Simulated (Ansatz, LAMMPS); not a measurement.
# Static equation of state of glassy 77SiO2-6B2O3-8CaO-8MgO (mol %) (142 atoms)

Density of this cell: 2.38 g/cm³. The cell holds 142 atoms: 37 Si, 6 B, 4 Ca, 4 Mg and 91 O. Its edges and angles: a = 12.196 Å, b = 12.678 Å, c = 12.709 Å, α = 89.4°, β = 87.5°, γ = 89.9°. The starting structure: 142 atoms (37 Si, 6 B, 4 Ca, 4 Mg, 91 O) placed at random at 2.31 g/cm³, melted at 3000 K for 20 ps at fixed volume with the Buckingham and Coulomb pair potential of Guillot and Sator (Geochim. Cosmochim. Acta 71, 1249 (2007)) with the boron terms of Wang et al. (J. Non-Cryst. Solids 498, 294 (2018)). Quenched from 3000 K to 300 K at 100 K/ps and fixed volume, held 10 ps at zero pressure.

Calculated with Ansatz 0.2.0: Kohn-Sham DFT, PBE, PAW (set soft_2), plane waves; cutoff 420 eV, Γ point, fermi-dirac smearing of 0.025 eV. Cell and atoms were relaxed first, to V0 = 13.824 Å³ an atom at a residual P0 = -0.002 GPa. The cell was then scaled evenly, and the atoms were relaxed at each volume.

| volume (Å³/atom) | pressure (GPa) |
| --- | --- |
| 12.442 | 5.269 |
| 12.995 | ? |
| 13.409 | 1.601 |
| 14.239 | -1.512 |
| 14.654 | -2.814 |

**Question.** Fit the third-order Birch–Murnaghan equation to the rows given and interpolate to the withheld row.

**Working.**

Take the Eulerian strain f = ½[(V0/V)^(2/3) − 1] and the normalised pressure F = (P − P0) / [3f(1 + 2f)^(5/2)]. The third-order Birch–Murnaghan equation is then the line F = B0 + (3/2)B0(B′ − 4) f, so u = f and v = F.

```
      u = f  v = F (GPa)
  0.0363830      40.5187
  0.0102569      49.5379
-0.00975625      54.1889
 -0.0190505      54.2053
```

With n = 4: mean u = 0.00445830, mean v = 49.6127, Σ(u − ū)² = 0.0018075, Σ(u − ū)(v − v̄) = -0.46377. Slope b = -0.46377 / 0.0018075 = -256.58; intercept a = v̄ − b ū = 50.757.

So B0 = a = 50.8 GPa and B′ = 4 + 2b/(3a) = 0.630. At the withheld volume f = 0.02106, F = a + b f = 45.35 GPa, and P = P0 + 3f(1 + 2f)^(5/2) F.

Prediction at 12.995: 3.174 GPa. The run gave 3.157 GPa, so the fit is high by 0.017 GPa (0.53 % of the value).

The series isn't one smooth equation of state: even a line fitted to all rows, the withheld one included, misses F by up to 3.0 %, the count of bonds changes along the series and an atom moves over 0.5 Å in some relaxation. B0 and B′ are then only the numbers of this fit, not moduli of the material. Among the rows given, the largest miss of the fit is at 12.442, by 0.12 GPa (1.5 % of the range of the table).

Limits: Static cells at zero temperature; the cell shape is held. The program notes that the SCF threshold of these relaxations is loose for the stress. The quench rate of 100 K/ps is many orders above laboratory rates, so the cell is likely richer in defects and strain than a real sample. The network of bonds at the start is that of the classical potential that made the cell, and needn't be the one that DFT or experiment would give. Only the Γ point is sampled, in a cell whose shortest periodic width is 12 Å.

[Logs are printed without paths, hosts, clocks, repeated set-up lines and the standing remarks that a program may print on its own settings, such as how far it seeks lower states.]

[Hosts, paths, dates, database ids (printed as entryN), source tags and the programs' standing remarks are cut or masked in the printed files.]
